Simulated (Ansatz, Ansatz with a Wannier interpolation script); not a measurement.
# G0W0 band structure of CdCO3 (Otavite)

G0W0 gives levels on a mesh alone; what do the bands of CdCO3 (Otavite) look like between the points?

Calculated with Ansatz 0.2.0; LDA, Wannier functions and G0W0, plane waves, PAW.

### 1. The starting structure

The structure is trigonal, space group R-3c (No. 167). The conventional cell has a = 4.920 Å, b = 4.920 Å, c = 16.298 Å, α = 90.00°, β = 90.00°, γ = 120.00°. Cd has 6 O at 2.29 Å nearest. Nearest to C lie 3 O at 1.29 Å. Nearest to O lie 1 C at 1.29 Å and 2 Cd at 2.29 Å. Farther neighbours and most contacts between anions are not listed.

Structure file:

```cif
data_structure
_symmetry_space_group_name_H-M 'R-3c:H'
_symmetry_Int_Tables_number 167
_cell_length_a 4.9204
_cell_length_b 4.9204
_cell_length_c 16.2980
_cell_angle_alpha 90.000
_cell_angle_beta 90.000
_cell_angle_gamma 120.000
_cell_volume 341.72
loop_
_atom_site_label
_atom_site_type_symbol
_atom_site_symmetry_multiplicity
_atom_site_Wyckoff_symbol
_atom_site_fract_x
_atom_site_fract_y
_atom_site_fract_z
_atom_site_occupancy
Cd1 Cd 6 b 0.00000 0.00000 0.50000 1
C1 C 6 a 0.33333 0.66667 0.41667 1
O1 O 18 e 0.59473 0.66667 0.41667 1
```

The cell and positions come from the Crystallography Open Database and are kept as given unless a step says otherwise. The default PAW set here is soft_2. Its files were made with PBE.

### 2. LDA bands

The cheap functional maps the bands first; the places of the edges decide which points the dearer methods must see.

This step: DFT, LDA, plane waves, PAW.

Input file input.yaml:

```yaml
crystal:
  lattice:
    - [2.4602, 1.4203971323, 5.4326666667]
    - [-2.4602, 1.4203971323, 5.4326666667]
    - [0.0, -2.8407942645, 5.4326666667]
  atoms:
    - { symbol: Cd, position: [0.0, 0.0, 0.0] }
    - { symbol: Cd, position: [0.5, 0.5, 0.5] }
    - { symbol: C, position: [0.25, 0.25, 0.25] }
    - { symbol: C, position: [0.75, 0.75, 0.75] }
    - { symbol: O, position: [0.5114, 0.9886, 0.25] }
    - { symbol: O, position: [0.25, 0.5114, 0.9886] }
    - { symbol: O, position: [0.9886, 0.25, 0.5114] }
    - { symbol: O, position: [0.4886, 0.0114, 0.75] }
    - { symbol: O, position: [0.75, 0.4886, 0.0114] }
    - { symbol: O, position: [0.0114, 0.75, 0.4886] }
kpoints:
  mp_grid: { grid: [4, 4, 4] }
  band_path:
    path:
      - [[0.0, 0.0, 0.0], [0.5, 0.5, 0.5], [0.7877609, 0.2122391, 0.5]]
      - [[0.5, -0.2122391, 0.2122391], [0.5, 0.0, 0.0], [0.0, 0.0, 0.0], [0.35611955, -0.35611955, 0.0]]
      - [[0.64388045, 0.0, 0.35611955], [0.5, 0.0, 0.5], [0.0, 0.0, 0.0]]
    npoints: 10
hamiltonian:
  xc: lda
scf:
  occupations: { method: fermi_dirac, width: 0.02 }
  n_extra_bands: 60
output:
  eigenvalues: true
  fatbands: true
  write_density: true
  write_potential: true
  elf: true
  volumetric_format: npy
```

Command:

```
> ansatz run input.yaml --threads 12 --pin off --max-ram 22118MiB --backend cpu --events-out ev --progress --plain --runs-dir out
```

Numbers of over 12 decimals in the logs are rounded to 6 here.

Log:

```text
scf.n_extra_bands = 60 over 42 filled bands (N_el = 84.0): the run solves 102 bands
Engine: ansatz 0.2.0, aarch64-unknown-linux-gnu
Pseudopotentials: kind: paw
Pseudopotential: Cd, paw, valence charge 20, recommended cutoff 420 eV (normal), Cd.paw.azcp
Pseudopotential: C, paw, valence charge 4, recommended cutoff 420 eV (normal), C.paw.azcp
Pseudopotential: O, paw, valence charge 6, recommended cutoff 420 eV (normal), O.paw.azcp
Functional definition: SPW92
  exchange = slater_x
  correlation = pw_c
Crystal: 10 atoms, lattice volume = 113.905 Å³
Basis set: ecut = 420 eV, 2221 PW (Γ)
Bands: 102, of which v1, the nominal top of the filled ones, is band 42 counted from 1 (41 counted from 0)
Symmetry: 12 space group operations
Space group: R-3c (ITA 167), of the structure as read, at distance tolerance 4.8e-5 Å
k-points: 13 of 64
Non-local potential: Cd, projectors of the file, l = 0: 3, l = 1: 2, l = 2: 2, l = 3: 1
Non-local potential: C, projectors of the file, l = 0: 2, l = 1: 2, l = 2: 1
Non-local potential: O, projectors of the file, l = 0: 2, l = 1: 2, l = 2: 1
PAW form: soft (Blöchl's): semilocal exchange-correlation on the pseudo side does not see the compensation charge
PAW frozen core: Cd, regenerated for the run's functional, and the local potential with it (the file was generated under x = pbe(κ = 0.804, μ = 0.219515), c = pbe(β = 0.066725))
PAW frozen core: C, regenerated for the run's functional, and the local potential with it (the file was generated under x = pbe(κ = 0.804, μ = 0.219515), c = pbe(β = 0.066725))
PAW frozen core: O, regenerated for the run's functional, and the local potential with it (the file was generated under x = pbe(κ = 0.804, μ = 0.219515), c = pbe(β = 0.066725))
PAW one-centre angular grid: Cd, 590 points (default); XC on 64 Gauss nodes
PAW one-centre angular grid: C, 110 points (default); XC on 64 Gauss nodes
PAW one-centre angular grid: O, 110 points (default); XC on 64 Gauss nodes
Initial density: superposition of atomic densities (neutral atoms: chi_scale 0, normalization atom), corrected by the library's trained network
Initial wavefunctions: pseudopotential atomic-orbital guess
Functional: x = slater, c = lda
SCF iter   1: F=—  HF=-20051.989911 eV  |F-HF|=—  |Δ(HF+E_count)|=         —  Δρ=1.64e-2  dr2=2.56e-1  ethr=1.77e-3  ⟨swp⟩=6.0  Hψ=6257  notcnv=0  defer=276
preconditioner: auto → Resta (q_TF=auto, 2.593 Å⁻¹)  ε∞=2.0  [insulator: Δε(μ)=2.572 eV  Ē_g=28.140 eV  σ=0.020 eV  W_gap=1.00  n_scr=34 (ndim 8)  ℏωp=28.7 eV  f_vac=0.070  D(μ)=0.00/eV (n_scr^D=0)  ε∞_Penn≈2.0]
SCF iter   2: F=—  HF=-20051.915678 eV  |F-HF|=—  |Δ(HF+E_count)|=   7.42e-2  Δρ=4.75e-3  dr2=1.37e-2  ethr=3.05e-4  ⟨swp⟩=3.0  Hψ=2015  notcnv=0  defer=715
SCF iter   3: F=—  HF=-20051.911603 eV  |F-HF|=—  |Δ(HF+E_count)|=   4.08e-3  Δρ=1.92e-3  dr2=2.68e-3  ethr=1.64e-5  ⟨swp⟩=2.0  Hψ=1118  notcnv=0  defer=715
SCF iter   4: F=—  HF=-20051.910844 eV  |F-HF|=—  |Δ(HF+E_count)|=   7.59e-4  Δρ=5.05e-4  dr2=1.44e-4  ethr=3.19e-6  ⟨swp⟩=2.7  Hψ=940  notcnv=0  defer=715
SCF iter   5: F=—  HF=-20051.910832 eV  |F-HF|=—  |Δ(HF+E_count)|=   1.24e-5  Δρ=8.38e-5  dr2=4.05e-6  ethr=1.71e-7  ⟨swp⟩=2.2  Hψ=1031  notcnv=0  defer=715
SCF iter   6: F=—  HF=-20051.910713 eV  |F-HF|=—  |Δ(HF+E_count)|=   1.19e-4  Δρ=2.60e-5  dr2=4.62e-7  ethr=4.82e-9  ⟨swp⟩=2.7  Hψ=1275  notcnv=0  defer=715
SCF iter   7: F=-20051.910713 eV  HF=-20051.910713 eV  |F-HF|=3.64e-11  |Δ(HF+E_count)|=   1.69e-7  Δρ=2.98e-6  dr2=6.51e-9  ethr=1.19e-10  ⟨swp⟩=9.2  Hψ=7106  notcnv=0
SCF 1 converged in 7 iterations: F = -20051.910713 eV  dr2 = 6.51e-9
[...]
NSCF: frozen V_eff on 73 k-points
SCF converged after 7 iterations
Free energy (F): -20051.910713 eV
Harris-Foulkes:  -20051.910713 eV  (|F-HF|=3.64e-11)
Internal energy: -20051.910713 eV  (E = F + TS)
E sigma→0 (E₀):  -20051.910713 eV
Fermi energy:    8.387303 eV
--- Per-component energies (eV) ---
  E_band       = -1059.013632
  E_kinetic    = 2236.759178
  E_local      = -9272.368217  (includes V_loc(G=0)·N_el)
  E_nonlocal   = 445.407983
  E_hartree    = 3985.702555
  E_xc         = -873.110991
  E_vxc        = -1110.018795  (∫ρ·V_xc dr)
  E_paw        = -8969.159693  (= ΣΔE_a)
  E_vpaw       = -1330.216391  (= ΣTr[D̂ρ^β])
  E_aug_tail   = 0.015126  (compensation charges beyond the density's cutoff)
  E_ewald      = -7607.396985
  E_core_change = 2.240332  (= ΣΔE_core)
  E_smearing   = -0.000000  (= −TS)
  E_closure    = -0.000000  (closes the sum)
  Σ components = -20051.910713   (vs F -20051.910713, Δ=0.00e0)
--- Band table (eV; the first three rows and the last of 13) ---
  k-point 0: bands = [... 38 lower, 5.6618, 5.6618, 6.0620, 6.0620, 9.7525, 11.1195, 11.8772, 14.7485, ... 56 higher]
  k-point 1: bands = [... 38 lower, 5.6033, 5.6665, 5.9497, 6.4977, 10.6940, 11.2793, 12.1533, 14.2889, ... 56 higher]
  k-point 2: bands = [... 38 lower, 5.6763, 5.6763, 6.6229, 6.6229, 11.7865, 11.7865, 12.5218, 12.5218, ... 56 higher]
  k-point 12: bands = [... 38 lower, 5.4388, 5.4388, 5.4388, 5.4388, 10.3548, 10.3548, 12.9519, 12.9519, ... 56 higher]
```

Wall time 8.8 s (12 threads of Arm Neoverse N1, shared host); peak memory 1.2 GiB; 94 s of CPU time.

The column dr2 measures how far the density is from self-consistency, as an energy; F and HF (Harris–Foulkes) agree once it is small.

Numbers from this step:

- filled bands: 42
- gap: 2.753 eV
- valence top at: F
- conduction bottom at: Γ
- least direct gap: 3.691 eV

The gap is indirect, with the least direct gap 0.94 eV higher.

The electronic bands at the labelled points (eV, zero at the top of the highest nominally filled band):

```tsv
point	band 39	band 40	band 41	band 42	band 43	band 44	band 45	band 46
Γ	-1.34	-1.34	-0.94	-0.94	2.75	4.12	4.88	7.75
halfway	-1.45	-1.45	-1.12	-1.12	2.90	3.89	5.19	6.94
T	-1.56	-1.56	-1.56	-1.56	3.35	3.35	5.95	5.95
halfway	-1.49	-1.49	-0.84	-0.84	4.07	4.07	6.07	6.07
H2	-1.58	-1.58	-0.26	-0.26	5.18	5.18	5.68	5.68
jump to H0	-1.58	-1.58	-0.26	-0.26	5.18	5.18	5.68	5.68
halfway	-1.60	-1.60	-0.26	-0.26	5.00	5.00	5.60	5.60
L	-1.32	-1.32	-0.38	-0.38	4.79	4.79	5.52	5.52
halfway	-1.40	-1.33	-1.05	-0.50	3.69	4.28	5.15	7.29
Γ	-1.34	-1.34	-0.94	-0.94	2.75	4.12	4.88	7.75
halfway	-1.43	-1.32	-1.03	-0.29	4.04	4.41	5.26	7.01
S0	-1.72	-1.50	-0.31	-0.15	5.15	5.44	5.45	5.68
jump to S2	-1.72	-1.50	-0.31	-0.15	5.15	5.44	5.45	5.68
halfway	-1.74	-1.26	-0.64	-0.03	5.00	5.34	5.55	5.91
F	-1.62	-1.13	-0.84	0.00	4.94	5.26	5.56	6.05
halfway	-1.61	-1.28	-1.20	-0.45	3.73	4.31	5.32	7.07
Γ	-1.34	-1.34	-0.94	-0.94	2.75	4.12	4.88	7.75
```

ELF in the ac plane of the conventional cell at fractional y = 0.000, with atoms of Cd and C and O within 0.2 Å of it. It is the smooth field of the valence electrons, not physical close to the nuclei.

Values, 24 rows by 14 columns, each cell a mean:
```
0.64 0.49 0.28 0.12 0.04 0.03 0.15 0.40 0.53 0.49 0.28 0.18 0.38 0.58
0.19 0.14 0.09 0.07 0.04 0.09 0.50 0.82 0.81 0.78 0.77 0.45 0.15 0.17
0.03 0.03 0.04 0.04 0.03 0.08 0.38 0.72 0.79 0.79 0.78 0.56 0.17 0.04
0.03 0.03 0.04 0.05 0.05 0.05 0.08 0.18 0.28 0.32 0.24 0.11 0.03 0.03
0.36 0.37 0.44 0.54 0.54 0.35 0.13 0.06 0.04 0.03 0.03 0.06 0.18 0.33
0.25 0.69 0.74 0.55 0.68 0.78 0.48 0.09 0.02 0.03 0.06 0.15 0.37 0.32
0.35 0.66 0.72 0.65 0.74 0.74 0.40 0.07 0.02 0.03 0.05 0.14 0.36 0.39
0.26 0.24 0.29 0.39 0.37 0.22 0.09 0.06 0.06 0.04 0.03 0.04 0.11 0.22
0.01 0.01 0.02 0.03 0.03 0.05 0.12 0.30 0.44 0.49 0.41 0.21 0.05 0.01
0.04 0.04 0.05 0.05 0.04 0.09 0.46 0.79 0.80 0.78 0.81 0.61 0.18 0.05
0.28 0.21 0.12 0.07 0.04 0.08 0.44 0.78 0.81 0.79 0.70 0.34 0.17 0.25
0.74 0.56 0.33 0.13 0.06 0.04 0.08 0.23 0.35 0.32 0.17 0.21 0.44 0.67
0.63 0.48 0.26 0.19 0.40 0.54 0.47 0.26 0.06 0.03 0.07 0.20 0.39 0.58
0.19 0.14 0.26 0.66 0.80 0.78 0.84 0.70 0.24 0.04 0.05 0.08 0.11 0.17
0.03 0.07 0.37 0.71 0.80 0.79 0.78 0.56 0.18 0.04 0.04 0.04 0.03 0.03
0.03 0.02 0.06 0.19 0.30 0.31 0.23 0.12 0.06 0.04 0.05 0.04 0.03 0.03
0.36 0.26 0.11 0.04 0.03 0.04 0.05 0.08 0.24 0.47 0.56 0.49 0.39 0.36
0.24 0.41 0.26 0.09 0.04 0.02 0.03 0.26 0.69 0.77 0.57 0.65 0.78 0.45
0.34 0.41 0.23 0.08 0.04 0.02 0.03 0.21 0.62 0.77 0.67 0.68 0.73 0.48
0.24 0.17 0.07 0.03 0.04 0.05 0.06 0.07 0.14 0.31 0.40 0.34 0.25 0.24
0.01 0.03 0.12 0.32 0.46 0.48 0.37 0.19 0.07 0.03 0.03 0.02 0.02 0.01
0.04 0.08 0.40 0.76 0.80 0.77 0.82 0.66 0.22 0.04 0.04 0.05 0.04 0.04
0.28 0.21 0.21 0.54 0.77 0.80 0.82 0.64 0.20 0.04 0.05 0.09 0.17 0.26
0.74 0.55 0.31 0.15 0.26 0.36 0.30 0.15 0.05 0.04 0.08 0.22 0.45 0.67
```
Columns run along a (4.9 Å), rows up along c (16.3 Å), edges of the conventional cell, whose origin can differ from the input's. Atoms in or near the plane, at fractional coordinates: Cd at (0.00, 0.50), Cd at (0.00, 0.00), C at (0.00, 0.75), C at (0.00, 0.25), O at (0.26, 0.75), O at (0.74, 0.25).

Valence density in the ac plane of the conventional cell at fractional y = 0.000, with atoms of Cd and C and O within 0.2 Å of it. It is the smooth field of the valence electrons, not physical close to the nuclei.

Values in e/Å³, 24 rows by 14 columns, each cell a mean:
```
12  6  1  0  0  0  0  0  0  0  0  1  3 10
 0  0  0  0  0  0  0  1  4  3  2  0  0  0
 0  0  0  0  0  0  0  1  2  2  1  0  0  0
 0  0  0  0  0  0  0  0  0  0  0  0  0  0
 0  0  0  1  0  0  0  0  0  0  0  0  0  0
 1  2  3  5  5  2  0  0  0  0  0  0  1  1
 1  1  2  4  3  1  0  0  0  0  0  0  1  1
 0  0  0  0  0  0  0  0  0  0  0  0  0  0
 0  0  0  0  0  0  0  0  0  0  0  0  0  0
 0  0  0  0  0  0  0  1  4  3  2  0  0  0
 1  1  0  0  0  0  0  1  2  2  1  0  0  1
17  8  2  0  0  0  0  0  0  0  0  1  4 14
12  6  1  0  0  0  0  0  0  0  0  1  3 10
 1  0  0  1  3  4  2  1  0  0  0  0  0  0
 0  0  0  1  2  3  2  0  0  0  0  0  0  0
 0  0  0  0  0  0  0  0  0  0  0  0  0  0
 0  0  0  0  0  0  0  0  0  0  1  0  0  0
 1  1  1  0  0  0  0  0  1  3  5  4  2  2
 1  1  0  0  0  0  0  0  1  2  4  3  2  1
 0  0  0  0  0  0  0  0  0  0  0  0  0  0
 0  0  0  0  0  0  0  0  0  0  0  0  0  0
 0  0  0  1  3  4  2  1  0  0  0  0  0  0
 1  1  0  1  2  3  2  0  0  0  0  0  0  1
17  8  2  0  0  0  0  0  0  0  0  1  4 14
```
Columns run along a (4.9 Å), rows up along c (16.3 Å), edges of the conventional cell, whose origin can differ from the input's. Atoms in or near the plane, at fractional coordinates: Cd at (0.00, 0.50), Cd at (0.00, 0.00), C at (0.00, 0.75), C at (0.00, 0.25), O at (0.26, 0.75), O at (0.74, 0.25).

### 3. Wannier functions (C:2p Cd:5s O:2p) on 8×8×8

Localised functions give a small Hamiltonian that interpolates between mesh points at no cost.

This step: maximally localised Wannier functions, LDA, plane waves, PAW.

input.yaml, the sections that differ from step 2:

```yaml
kpoints:
  mp_grid: { grid: [4, 4, 4] }
scf:
  occupations: { method: fixed }
  n_extra_bands: 60
output:
  wannier:
    kmesh: [8, 8, 8]
    projections:
      - { species: C, l: p, shell: 2 }
      - { species: Cd, l: s, shell: 5 }
      - { species: O, l: p, shell: 2 }
    minimise: true
    write_hr: true
    seedname: w
    conv_tol: 1.0e-07
    max_iter: 4000
    disentanglement:
      window: [3.26, 25.02]
      frozen_window: [3.26, 12.75]
      conv_tol: 1.0e-08
# crystal, hamiltonian: as in step 2
```

Log:

```text
[...]
Crystal: 10 atoms, lattice volume = 113.905 Å³
Basis set: ecut = 420 eV, 2221 PW (Γ)
Bands: 102, of which v1, the nominal top of the filled ones, is band 42 counted from 1 (41 counted from 0)
Symmetry: 12 space group operations
[...]
k-points: 13 of 64
[...]
SCF iter   1: F=—  HF=-20051.990744 eV  |F-HF|=—  |Δ(HF+E_count)|=         —  Δρ=1.64e-2  dr2=2.57e-1  ethr=1.77e-3  ⟨swp⟩=4.3  Hψ=4459  notcnv=0  defer=734
[...]
SCF iter   7: F=-20051.910713 eV  HF=-20051.910713 eV  |F-HF|=1.83e-9  |Δ(HF+E_count)|=   1.84e-7  Δρ=2.64e-6  dr2=4.24e-9  ethr=1.19e-10  ⟨swp⟩=11.3  Hψ=8597  notcnv=0
SCF 1 converged in 7 iterations: F = -20051.910713 eV  dr2 = 4.24e-9
[...]
NSCF: frozen V_eff on 68 k-points
the Wannier pass solved 68 of the 512 points of its mesh, and has the states at the others by symmetry: states obtained by the crystal's operations at points that were solved too leave a residual of 6.75e-13 eV (read by the count's bands and the next), within 8.33e-6 eV
SCF converged after 7 iterations
Free energy (F): -20051.910713 eV
[...]
Internal energy: -20051.910713 eV  (E = F + TS)
E sigma→0 (E₀):  -20051.910713 eV
Fermi energy:    6.999811 eV
[...]
--- Band table (eV; the first three rows and the last of 13) ---
  k-point 0: bands = [... 38 lower, 5.6618, 5.6618, 6.0620, 6.0620, 9.7525, 11.1195, 11.8772, 14.7485, ... 56 higher]
  k-point 1: bands = [... 38 lower, 5.6032, 5.6664, 5.9497, 6.4977, 10.6940, 11.2793, 12.1533, 14.2889, ... 56 higher]
  k-point 2: bands = [... 38 lower, 5.6763, 5.6763, 6.6229, 6.6229, 11.7865, 11.7865, 12.5218, 12.5218, ... 56 higher]
  k-point 12: bands = [... 38 lower, 5.4388, 5.4388, 5.4388, 5.4388, 10.3548, 10.3548, 12.9519, 12.9519, ... 56 higher]
Wannier search: line search 1 of at most 4000: gauge-dependent spread (as the search counts it) 171.3094796 Å², largest recent change 3.1e1 Å² and fall left 6.5e1 Å² against conv_tol 1.0e-7 Å², 0 stops escaped
```

It took 91 s on 12 threads; peak memory 2.8 GiB; 14 min of CPU time.

Numbers from this step:

| Quantity | Value |
| --- | --- |
| gauge-invariant spread | 51.73 Å² |
| diagonal spread | 0.03790 Å² |
| off-diagonal spread | 5.200 Å² |
| total spread | 56.97 Å² |
| least projectability | 1.09e-9 |
| localisation steps | 52 |
| disentanglement steps | 7569 |
| r.m.s. interpolation error | 3.20e-4 eV |
| r.m.s. error near the gap | 2.57e-4 eV |

Near the gap the model misses directly solved bands by 0.3 meV r.m.s. and by 2 meV at most in the window tested. This tests the starting bands, not the corrections carried with them.

Wannier functions, by row:

```tsv
function	x (Å)	y (Å)	z (Å)	spread (Å²)	nearest atom	distance (Å)
1	-2.086	0.573	5.152	2.556	Cd1	0.968
2	1.539	1.52	5.152	2.556	Cd1	0.968
3	0.546	-2.093	5.153	2.556	Cd1	0.967
4	0.264	0.461	12.22	2.559	C4	0.531
5	-0.531	-0.002	12.22	2.559	C4	0.531
6	0.267	-0.459	12.22	2.559	C4	0.531
7	0	-0.001	0.843	2.742	Cd1	0.843
8	-0.001	0	7.306	2.734	Cd2	0.843
9	-1.461	1.42	9.507	1.622	O5	0.287
10	-1.971	1.419	9.508	2.539	C3	0.489
11	-1.224	1.42	9.507	1.856	O5	0.05
12	-0.499	-1.976	9.507	1.622	O6	0.287
13	-0.618	-1.771	9.507	1.856	O6	0.05
14	-0.244	-2.416	9.508	2.539	C3	0.489
15	1.961	0.555	9.507	1.622	O7	0.287
16	1.842	0.35	9.507	1.856	O7	0.05
17	2.215	0.997	9.508	2.539	C3	0.489
18	1.471	-1.42	6.791	1.629	O8	0.297
19	0.556	-0.758	8.437	2.541	Cd2	0.983
20	1.245	-1.42	6.791	1.863	O8	0.071
21	0.494	1.984	6.791	1.629	O9	0.297
22	0.608	1.788	6.791	1.863	O9	0.071
23	0.378	0.86	8.437	2.541	Cd2	0.983
24	-1.966	-0.564	6.791	1.629	O10	0.297
25	-1.852	-0.368	6.791	1.863	O10	0.071
26	-0.934	-0.102	8.437	2.541	Cd2	0.983
```

Frozen up to 5.75 eV; above it the model need not follow the bands. The electronic bands at the labelled points (eV, zero at the valence-band top):

```tsv
point	band 39	band 40	band 41	band 42	band 43	band 44	band 45	band 46
Γ	-1.34	-1.34	-0.94	-0.94	2.75	4.12	4.88	7.93
halfway	-1.45	-1.45	-1.12	-1.12	2.90	3.89	5.19	6.98
T	-1.56	-1.56	-1.56	-1.56	3.35	3.35	5.96	5.96
halfway	-1.49	-1.49	-0.84	-0.84	4.07	4.07	6.07	6.07
H2	-1.58	-1.58	-0.26	-0.26	5.18	5.18	5.68	5.68
jump to H0	-1.58	-1.58	-0.26	-0.26	5.18	5.18	5.68	5.68
halfway	-1.60	-1.60	-0.26	-0.26	5.00	5.00	5.60	5.60
L	-1.32	-1.32	-0.38	-0.38	4.79	4.79	5.52	5.52
halfway	-1.40	-1.33	-1.05	-0.50	3.69	4.28	5.15	7.37
Γ	-1.34	-1.34	-0.94	-0.94	2.75	4.12	4.88	7.93
halfway	-1.43	-1.32	-1.03	-0.29	4.04	4.41	5.26	7.07
S0	-1.72	-1.50	-0.31	-0.15	5.15	5.44	5.46	5.68
jump to S2	-1.72	-1.50	-0.31	-0.15	5.15	5.44	5.46	5.68
halfway	-1.74	-1.26	-0.64	-0.03	5.00	5.34	5.55	5.91
F	-1.62	-1.13	-0.84	0.00	4.94	5.26	5.56	6.06
halfway	-1.61	-1.28	-1.20	-0.45	3.73	4.31	5.32	7.13
Γ	-1.34	-1.34	-0.94	-0.94	2.75	4.12	4.88	7.93
```

The same for Kohn-Sham, solved directly:

```tsv
point	band 39	band 40	band 41	band 42	band 43	band 44	band 45	band 46
Γ	-1.34	-1.34	-0.94	-0.94	2.75	4.12	4.88	7.75
T	-1.56	-1.56	-1.56	-1.56	3.35	3.35	5.95	5.95
H2	-1.58	-1.58	-0.26	-0.26	5.18	5.18	5.68	5.68
H0	-1.58	-1.58	-0.26	-0.26	5.18	5.18	5.68	5.68
L	-1.32	-1.32	-0.38	-0.38	4.79	4.79	5.52	5.52
Γ	-1.34	-1.34	-0.94	-0.94	2.75	4.12	4.88	7.75
S0	-1.72	-1.50	-0.31	-0.15	5.15	5.44	5.45	5.68
S2	-1.72	-1.50	-0.31	-0.15	5.15	5.44	5.45	5.68
F	-1.62	-1.13	-0.84	0.00	4.94	5.26	5.56	6.05
Γ	-1.34	-1.34	-0.94	-0.94	2.75	4.12	4.88	7.75
```

(Continued in part 2 of 2.)

[Paths, hosts, dates, memory and timing lines, banners, echoed tables and standing remarks are left out of the program output.]

[Logs are printed without paths, hosts, clocks, repeated set-up lines and the standing remarks that a program may print on its own settings, such as how far it seeks lower states.]

[Runs of the session that timed out or met a known fault of the program may be left out.]

[Hosts, paths, dates, database ids (printed as entryN), source tags and the programs' standing remarks are cut or masked in the printed files.]
